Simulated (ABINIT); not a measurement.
## Beyond one shot: CsGeCl3 (R3m)

Aim: iterate the self-energy on CsGeCl3 (R3m) and follow the gap from cycle to cycle.

Calculated with ABINIT 10.8.3; LDA and many-body steps on it, plane waves.

## Step 1: Starting point

Symmetry: R3m, No. 160, trigonal system. Conventional cell: a = 7.694 Å, b = 7.694 Å, c = 9.535 Å, α = 90.00°, β = 90.00°, γ = 120.00°. Nearest to Cs lie 12 Cl at 3.86 to 3.90 Å. Nearest to Ge lie 3 Cl at 2.37 Å. Cl has 2 Ge at 2.37 to 3.10 Å and 4 Cs at 3.86 to 3.90 Å nearest. Farther neighbours and most contacts between anions are not listed.

The cell and positions are those that the Materials Project relaxed with its own functionals (PBE, PBE+U or r2SCAN), kept fixed. Spin-orbit coupling is left out unless a step names it.

## Step 2: Empty states on the mesh, 2×2×2 mesh, 192 bands

This step: ABINIT 10.8.3; DFT, LDA, plane waves, norm-conserving pseudopotentials.

The sums over transitions need many empty states on a uniform mesh; this step solves for them.

run.abi reads:

```
acell 3*1.0 Angstrom
rprim 
  3.846816390705 2.220960478697 3.178300533600
  -3.846816390705 2.220960478697 3.178300533600
  0.000000000000 -4.441920957394 3.178300533600
ntypat 3
znucl 55 32 17
natom 5
typat 1 2 3 3 3
xred 
  0.998403350000 0.998403350000 0.998403350000
  0.515533150000 0.515533150000 0.515533150000
  0.496712670000 0.496712670000 0.948638170000
  0.496712670000 0.948638170000 0.496712670000
  0.948638170000 0.496712670000 0.496712670000
pp_dirpath "pseudos"
pseudos "Cs.upf, Ge.upf, Cl.upf"
ecut 56
ngkpt 2 2 2
nshiftk 1
shiftk 0 0 0
kptopt 1
chksymbreak 0
iscf -2
irdden 1
istwfk *1
nband 192
nbdbuf 16
tolwfr 1e-09
nstep 60
prtvol 0
indata_prefix "in"
outdata_prefix "out"
tmpdata_prefix "tmp"
```

Started as:

```bash
$ OMP_NUM_THREADS=1 mpirun -n 8 abinit run.abi > log
```

Numbers of over 12 decimals in the logs are rounded to 6 here.

The log of the run:

```text
.Version 10.8.3 of ABINIT. v10.8.2 released Aug 2026.

 Symmetries : space group R3 m (#160); Bravais hR (rhombohedral)
[... echo of the input left out ...]
== DATASET  1 ==================================================================
-   mpi_nproc: 8, omp_nthreads: 1 (-1 if OMP is not activated)
-    --> not optimal distribution: autoparal keyword recommended in input file <--

--- !DatasetInfo
iteration_state: {dtset: 1, }
dimensions: {natom: 5, nkpt: 4, mband: 192, nsppol: 1, nspinor: 1, nspden: 1, mpw: 22041, }
cutoff_energies: {ecut:  56.0, pawecutdg:  -1.0, }
[...]
1.82471    1.83782    1.85296    1.85522    1.85522    1.87147    1.88158    1.88158
   1.90149    1.90149    1.91386    1.92308    1.94842    1.94891    1.97079    1.97390
 prteigrs : prtvol=0 or 1, do not print more k-points.

== END DATASET(S) ==============================================================
================================================================================

 -outvars: echo values of variables after computation  --------
            nband         192
             nkpt           4
          spgroup         160
 [... the other variables as echoed above ...]

 Calculation completed.
```

Elapsed: 2.7 min, on 8 MPI ranks of Arm Neoverse V2, shared host; peak memory 1.1 GiB.

This step gave:

```yaml
gap: 1.977 eV
k_of_the_valence_top: 0.5, 0.5, 0.5
k_of_the_conduction_bottom: 0.5, 0.5, 0.5
least_direct_gap: 1.977 eV
k_points_computed: 4
lowest_point_of_the_top_converged_band_above_the_valence_top: 47.69 eV
```

On this mesh the gap is 1.977 eV.

The density comes from a self-consistent run that is not shown.

## Step 3: Screening, 2×2×2 mesh, 176 bands, screening to 130.6 eV

The RPA dielectric matrix is built and inverted for each q.

This step: RPA screening on LDA, plane waves, norm-conserving pseudopotentials.

Edit run.abi of step 2 so:

```diff
@@ -23,10 +23,11 @@
 chksymbreak 0
-iscf -2
-irdden 1
 istwfk *1
-nband 192
-nbdbuf 16
-tolwfr 1e-09
-nstep 60
-prtvol 0
+occopt 1
+irdwfk 1
+optdriver 3
+nband 176
+ecuteps 4.8
+inclvkb 2
+awtr 1
+symchi 1
 indata_prefix "in"
```

The log of the run:

```text
.Version 10.8.3 of ABINIT. v10.8.2 released Aug 2026.

 Symmetries : space group R3 m (#160); Bravais hR (rhombohedral)
[... echo of the input left out ...]
== DATASET  1 ==================================================================
-   mpi_nproc: 8, omp_nthreads: 1 (-1 if OMP is not activated)

--- !DatasetInfo
iteration_state: {dtset: 1, }
dimensions: {natom: 5, nkpt: 4, mband: 176, nsppol: 1, nspinor: 1, nspden: 1, mpw: 22041, }
cutoff_energies: {ecut:  56.0, pawecutdg:  -1.0, }
electrons: {nelect:   5.20000000E+01, charge:   0.00000000E+00, occopt:   1.00000000E+00, tsmear:   1.00000000E-02, }

 SCREENING: Calculation of the susceptibility and dielectric matrices

 Based on a program developped by R.W. Godby, V. Olevano, G. Onida, and L. Reining.
 Incorporated in ABINIT by V. Olevano, G.-M. Rignanese, and M. Torrent.
.Using double precision arithmetic ; gwpc =  8

[... cell and pseudopotentials left out ...]
--------------------------------------------------------------------------------

 ==== K-mesh for the wavefunctions ====
 Number of points in the irreducible wedge :     4
[... list of points left out ...]
 Together with  6 symmetry operations and time-reversal symmetry
 yields     8 points in the full Brillouin Zone.

 ==== Q-mesh for the screening function ====
 Number of points in the irreducible wedge :     4
[... list of points left out ...]
 Together with  6 symmetry operations and time-reversal symmetry
 yields     8 points in the full Brillouin Zone.

 setmesh: FFT mesh size selected  =    45x   45x   45
          total number of points  =        91125

 vcoul_init : cutoff-mode = AUXILIARY_FUNCTION
 q-points for optical limit:   1
     1)      0.000010    0.000020    0.000030

- screening: taking advantage of time-reversal symmetry
- Maximum band index for partially occupied states nbvw = 26
- Remaining bands to be divided among processors   nbcw = 150
- Number of bands treated by each node ~18

 Number of electrons calculated from density =   52.0000; Expected =   52.0000
 average of density, n =  0.047295
 r_s =    1.7154
 omega_plasma =   20.9780 [eV]

 calculating chi0 at frequencies [eV] :
  1    0.000000E+00    0.000000E+00
  2    0.000000E+00    2.097803E+01

--------------------------------------------------------------------------------
  q-point number  1        q = ( 0.000000, 0.000000, 0.000000) [r.l.u.]
--------------------------------------------------------------------------------
[... chi0 elements left out ...]
 For q-point:  0.000010 0.000020 0.000030
  dielectric constant =   5.9633
  dielectric constant without local fields =   7.2310

  Average fulfillment of the sum rule on Im[epsilon] for q-point    1 :     51.53  [%]
[... wings left out ...]
  q-point number  2        q = ( 0.500000, 0.000000, 0.000000) [r.l.u.]
--------------------------------------------------------------------------------
[... chi0 elements left out ...]
  Average fulfillment of the sum rule on Im[epsilon] for q-point    2 :     55.56  [%]

 [... 2 further q-points ...]
```

Run time: 53 s. Hardware: 8 MPI ranks; peak memory 4.8 GiB.

This step gave:

* ε∞ with local fields, on this mesh, along the program's q direction: 5.963
* the same without local fields: 7.231
* plasma frequency: 20.98 eV
* plane waves in the screening matrix: 527

Local fields lower ε∞ by 18 %. On a Γ-centred mesh this coarse the value itself is usually too large, while a short band sum pulls it down.

## Step 4: G0W0

The self-energy is evaluated for the states that the input lists, and the levels follow from it, in one-shot runs by the linearised quasiparticle equation.

This step: G0W0 on LDA, plane waves, norm-conserving pseudopotentials.

Edit run.abi of step 3 so:

```diff
@@ -26,8 +26,17 @@
 irdwfk 1
-optdriver 3
+optdriver 4
 nband 176
+gwcalctyp 0
+ecutsigx 56
+symsigma 1
+nkptgw 2
+kptgw 
+  0.5000000000 0.5000000000 0.5000000000
+  0.0000000000 0.0000000000 0.0000000000
+bdgw 
+  25 28
+  24 29
 ecuteps 4.8
-inclvkb 2
-awtr 1
-symchi 1
+irdscr 1
+ppmodel 1
 indata_prefix "in"
```

The log of the run:

```text
.Version 10.8.3 of ABINIT. v10.8.2 released Aug 2026.

 Symmetries : space group R3 m (#160); Bravais hR (rhombohedral)
[... echo of the input left out ...]
== DATASET  1 ==================================================================
-   mpi_nproc: 8, omp_nthreads: 1 (-1 if OMP is not activated)

--- !DatasetInfo
iteration_state: {dtset: 1, }
dimensions: {natom: 5, nkpt: 4, mband: 176, nsppol: 1, nspinor: 1, nspden: 1, mpw: 22041, }
cutoff_energies: {ecut:  56.0, pawecutdg:  -1.0, }
electrons: {nelect:   5.20000000E+01, charge:   0.00000000E+00, occopt:   1.00000000E+00, tsmear:   1.00000000E-02, }

 SIGMA: Calculation of the GW corrections

 Based on a program developped by R.W. Godby, V. Olevano, G. Onida, and L. Reining.
 Incorporated in ABINIT by V. Olevano, G.-M. Rignanese, and M. Torrent.
.Using double precision arithmetic ; gwpc =  8

[... cell and pseudopotentials left out ...]
--------------------------------------------------------------------------------

 ==== K-mesh for the wavefunctions ====
 Number of points in the irreducible wedge :     4
[... list of points left out ...]
 Together with  6 symmetry operations and time-reversal symmetry
 yields     8 points in the full Brillouin Zone.

 ==== Q-mesh for screening function ====
 Number of points in the irreducible wedge :     4
[... list of points left out ...]
 Together with  6 symmetry operations and time-reversal symmetry
 yields     8 points in the full Brillouin Zone.

 vcoul_init : cutoff-mode = AUXILIARY_FUNCTION
 q-points for optical limit:   1
     1)      0.000010    0.000020    0.000030
 setmesh: FFT mesh size selected  =    72x   72x   72
          total number of points  =       373248

 Number of electrons calculated from density =   52.0000; Expected =   52.0000
 average of density, n =  0.047295
 r_s =    1.7154
 omega_plasma =   20.9780 [eV]

 === KS Band Gaps ===
  >>>> For spin  1
   Minimum direct gap =   1.9771 [eV], located at k-point      :   0.5000  0.5000  0.5000
   Fundamental gap    =   1.9771 [eV], Top of valence bands at :   0.5000  0.5000  0.5000
                                       Bottom of conduction at :   0.5000  0.5000  0.5000
 SIGMA fundamental parameters:
 PLASMON POLE MODEL  1
 number of plane-waves for SigmaX                22041
 number of plane-waves for SigmaC and W            527
 number of plane-waves for wavefunctions         22041
 number of bands                                   176
 number of independent spin polarizations            1
 number of spinorial components                      1
 number of k-points in IBZ                           4
 number of q-points in IBZ                           4
 number of symmetry operations                       6
 number of k-points in BZ                            8
 number of q-points in BZ                            8
 number of frequencies for dSigma/dE                 9
 frequency step for dSigma/dE [eV]                0.25
 number of omega for Sigma on real axis              0
 max omega for Sigma on real axis  [eV]           0.00
 zcut for avoiding poles [eV]                     0.10

 EPSILON^-1 parameters (SCR file):
 dimension of the eps^-1 matrix on file            527
 dimension of the eps^-1 matrix used               527
 number of plane-waves for wavefunctions         22041
 number of bands                                   176
 number of q-points in IBZ                           4
 number of frequencies                               2
 number of real frequencies                          1
 number of imag frequencies                          1

 matrix elements of self-energy operator (all in [eV])

 Perturbative Calculation

--- !SelfEnergy_ee
iteration_state: {dtset: 1, }
kpoint     : [   0.500,    0.500,    0.500, ]
spin       : 1
KS_gap     :    1.977
QP_gap     :    3.621
Delta_QP_KS:    1.644
data: !SigmaeeData |
     Band     E0 <VxcDFT>   SigX SigC(E0)      Z dSigC/dE  Sig(E)    E-E0       E
       25  -0.190 -14.219 -18.514   2.995   0.772  -0.296 -15.222  -1.004  -1.194
       26   1.959 -14.764 -16.833   1.522   0.787  -0.270 -15.194  -0.431   1.528
       27   3.936 -11.282  -6.604  -3.177   0.808  -0.238 -10.069   1.213   5.149
       28   3.936 -11.282  -6.604  -3.177   0.808  -0.238 -10.069   1.213   5.149

--- !SelfEnergy_ee
iteration_state: {dtset: 1, }
kpoint     : [   0.000,    0.000,    0.000, ]
spin       : 1
KS_gap     :    5.520
QP_gap     :    7.241
Delta_QP_KS:    1.721
data: !SigmaeeData |
     Band     E0 <VxcDFT>   SigX SigC(E0)      Z dSigC/dE  Sig(E)    E-E0       E
       24  -0.526 -14.055 -18.275   2.953   0.772  -0.295 -15.034  -0.979  -1.505
       25  -0.526 -14.055 -18.275   2.953   0.772  -0.295 -15.034  -0.979  -1.505
       26  -0.340 -13.977 -17.781   2.668   0.774  -0.292 -14.856  -0.879  -1.219
       27   5.180  -7.348  -3.022  -3.323   0.839  -0.192  -6.506   0.842   6.022
       28   6.059  -7.267  -2.987  -3.213   0.841  -0.189  -6.370   0.897   6.956
       29   6.059  -7.267  -2.987  -3.213   0.841  -0.189  -6.370   0.897   6.956

== END DATASET(S) ==============================================================
================================================================================

 -outvars: echo values of variables after computation  --------
           etotal      0.0000000000E+00
            nband         176
             nkpt           4
          spgroup         160
 [... the other variables as echoed above ...]

 Calculation completed.
```

Wall time 15 s (8 MPI ranks); peak memory 2.9 GiB.

This step gave:

- G0W0 gap on the points computed: 3.621 eV
- starting gap on the mesh: 1.977 eV
- k of the valence top: 0.5, 0.5, 0.5
- k of the conduction bottom: 0.5, 0.5, 0.5
- Z at the valence top: 0.787
- Z at the conduction bottom: 0.808
- least direct G0W0 gap on the computed points: 3.621 eV

The gap on the mesh goes from 1.98 eV to 3.62 eV, a correction of +1.64 eV.

## Step 5: evGW0, cycle 1

This step: evGW0 on LDA, plane waves, norm-conserving pseudopotentials.

Edit run.abi of step 4 so:

```diff
@@ -28,12 +28,16 @@
 nband 176
-gwcalctyp 0
+gwcalctyp 10
 ecutsigx 56
 symsigma 1
-nkptgw 2
+nkptgw 4
 kptgw 
+  0.0000000000 0.0000000000 0.0000000000
+  0.5000000000 0.0000000000 0.0000000000
+  0.5000000000 0.5000000000 0.0000000000
   0.5000000000 0.5000000000 0.5000000000
-  0.0000000000 0.0000000000 0.0000000000
 bdgw 
-  25 28
-  24 29
+  14 35
+  14 35
+  14 35
+  14 35
 ecuteps 4.8
```

The log of the run:

```text
.Version 10.8.3 of ABINIT. v10.8.2 released Aug 2026.

 Symmetries : space group R3 m (#160); Bravais hR (rhombohedral)
[... echo of the input left out ...]
== DATASET  1 ==================================================================
-   mpi_nproc: 8, omp_nthreads: 1 (-1 if OMP is not activated)

--- !DatasetInfo
iteration_state: {dtset: 1, }
dimensions: {natom: 5, nkpt: 4, mband: 176, nsppol: 1, nspinor: 1, nspden: 1, mpw: 22041, }
cutoff_energies: {ecut:  56.0, pawecutdg:  -1.0, }
electrons: {nelect:   5.20000000E+01, charge:   0.00000000E+00, occopt:   1.00000000E+00, tsmear:   1.00000000E-02, }

 SIGMA: Calculation of the GW corrections

 Based on a program developped by R.W. Godby, V. Olevano, G. Onida, and L. Reining.
 Incorporated in ABINIT by V. Olevano, G.-M. Rignanese, and M. Torrent.
.Using double precision arithmetic ; gwpc =  8

[... cell and pseudopotentials left out ...]
--------------------------------------------------------------------------------

 ==== K-mesh for the wavefunctions ====
 Number of points in the irreducible wedge :     4
[... list of points left out ...]
 Together with  6 symmetry operations and time-reversal symmetry
 yields     8 points in the full Brillouin Zone.

 ==== Q-mesh for screening function ====
 Number of points in the irreducible wedge :     4
[... list of points left out ...]
 Together with  6 symmetry operations and time-reversal symmetry
 yields     8 points in the full Brillouin Zone.

 vcoul_init : cutoff-mode = AUXILIARY_FUNCTION
 q-points for optical limit:   1
     1)      0.000010    0.000020    0.000030
 setmesh: FFT mesh size selected  =    72x   72x   72
          total number of points  =       373248

 Number of electrons calculated from density =   52.0000; Expected =   52.0000
[...]
--- !SelfEnergy_ee
iteration_state: {dtset: 1, }
kpoint     : [   0.500,    0.500,    0.000, ]
spin       : 1
KS_gap     :    3.106
QP_gap     :    4.902
Delta_QP_KS:    1.796
data: !SigmaeeData |
     Band     E_DFT   <VxcDFT>   E(N-1)  <Hhartree>   SigX  SigC[E(N-1)]    Z     dSigC/dE  Sig[E(N)]  DeltaE  E(N)_pert E(N)_diago
[...]
--- !SelfEnergy_ee
iteration_state: {dtset: 1, }
kpoint     : [   0.500,    0.500,    0.500, ]
spin       : 1
KS_gap     :    1.977
QP_gap     :    3.621
Delta_QP_KS:    1.644
data: !SigmaeeData |
     Band     E_DFT   <VxcDFT>   E(N-1)  <Hhartree>   SigX  SigC[E(N-1)]    Z     dSigC/dE  Sig[E(N)]  DeltaE  E(N)_pert E(N)_diago
[...]
34     8.907    -8.898     8.907    17.805    -3.879    -3.454     0.834    -0.198    -7.592     1.306    10.213    10.473
       35     8.907    -8.898     8.907    17.805    -3.879    -3.454     0.834    -0.198    -7.592     1.306    10.213    10.473

 New Fermi energy :        1.258353E-01 Ha ,    3.424153E+00 eV

 === QP Band Gaps ===
  >>>> For spin  1
   Minimum direct gap =   4.0252 [eV], located at k-point      :   0.5000  0.5000  0.5000
   Fundamental gap    =   4.0252 [eV], Top of valence bands at :   0.5000  0.5000  0.5000
                                       Bottom of conduction at :   0.5000  0.5000  0.5000

 writing QP data on file : out_QPS

 Convergence of QP corrections
 >>>>> For spin  1 <<<<<
.  kptgw no:  1; Maximum DeltaE = (   0.000   0.000) for band index:  2
.  kptgw no:  2; Maximum DeltaE = (  -0.979  -0.000) for band index:  3
.  kptgw no:  3; Maximum DeltaE = (  -0.603  -0.000) for band index:  4
.  kptgw no:  4; Maximum DeltaE = (  -0.498   0.000) for band index:  4

== END DATASET(S) ==============================================================
================================================================================

 -outvars: echo values of variables after computation  --------
           etotal      0.0000000000E+00
            nband         176
             nkpt           4
          spgroup         160
 [... the other variables as echoed above ...]

 Calculation completed.
```

Elapsed: 2.1 min, on 8 MPI ranks; peak memory 7.4 GiB.

This step gave:

```yaml
quasiparticle_gap_on_the_mesh: 4.025 eV
gap_of_the_density_functional_on_the_mesh: 1.977 eV
k_of_the_valence_top: 0.5, 0.5, 0.5
k_of_the_conduction_bottom: 0.5, 0.5, 0.5
z_at_the_valence_top: 0.787
z_at_the_conduction_bottom: 0.808
least_direct_quasiparticle_gap_on_the_computed_points: 4.025 eV
```

Against G0W0 in ABINIT (2×2×2 mesh, 176 bands, screening to 130.6 eV, Godby-Needs plasmon pole), the gap moves by +0.404 eV. This first cycle still uses the starting levels; it takes the full correction, at all points of the mesh, and its linearised value is 3.621 eV.

## Step 6: evGW0, cycle 2

The corrected levels of the last cycle go back in.

Edit run.abi of step 5 so:

```diff
@@ -45,2 +45,3 @@
 ppmodel 1
+irdqps 1
 indata_prefix "in"
```

The log of the run:

```text
.Version 10.8.3 of ABINIT. v10.8.2 released Aug 2026.

 Symmetries : space group R3 m (#160); Bravais hR (rhombohedral)
[... echo of the input left out ...]
== DATASET  1 ==================================================================
-   mpi_nproc: 8, omp_nthreads: 1 (-1 if OMP is not activated)

--- !DatasetInfo
iteration_state: {dtset: 1, }
dimensions: {natom: 5, nkpt: 4, mband: 176, nsppol: 1, nspinor: 1, nspden: 1, mpw: 22041, }
cutoff_energies: {ecut:  56.0, pawecutdg:  -1.0, }
[...]
.  kptgw no:  2; Maximum DeltaE = (   0.083   0.001) for band index: 19
.  kptgw no:  3; Maximum DeltaE = (   0.101  -0.000) for band index: 16
.  kptgw no:  4; Maximum DeltaE = (   0.083  -0.000) for band index: 21

== END DATASET(S) ==============================================================
================================================================================

 -outvars: echo values of variables after computation  --------
           etotal      0.0000000000E+00
            nband         176
             nkpt           4
          spgroup         160
 [... the other variables as echoed above ...]

 Calculation completed.
```

It took 2.1 min on 8 MPI ranks; peak memory 7.4 GiB.

Numbers from this step:

```
quasiparticle gap on the mesh                         : 3.818 eV
gap of the density functional on the mesh             : 1.977 eV
k of the valence top                                  : 0.5, 0.5, 0.5
k of the conduction bottom                            : 0.5, 0.5, 0.5
least direct quasiparticle gap on the computed points : 3.818 eV
```

Against the cycle before, the gap moves by −0.207 eV.

(Continued in part 2 of 3.)

[Paths, hosts, dates, memory and timing lines, banners, echoed tables and standing remarks are left out of the program output.]

[Logs are printed without paths, hosts, clocks, repeated set-up lines and the standing remarks that a program may print on its own settings, such as how far it seeks lower states.]

[Runs of the session that timed out or met a known fault of the program may be left out.]

[Hosts, paths, dates, database ids (printed as entryN), source tags and the programs' standing remarks are cut or masked in the printed files.]

[G0W0 gaps are taken among the corrected bands and points alone; a level outside them can change the order at an edge.]

[Where Ansatz stands beside ABINIT at settings called matched, ABINIT's density can come from a denser mesh and the files from another edition; pairs whose starting gaps differed by over 0.03 eV were left out, so agreement reads better than it is.]
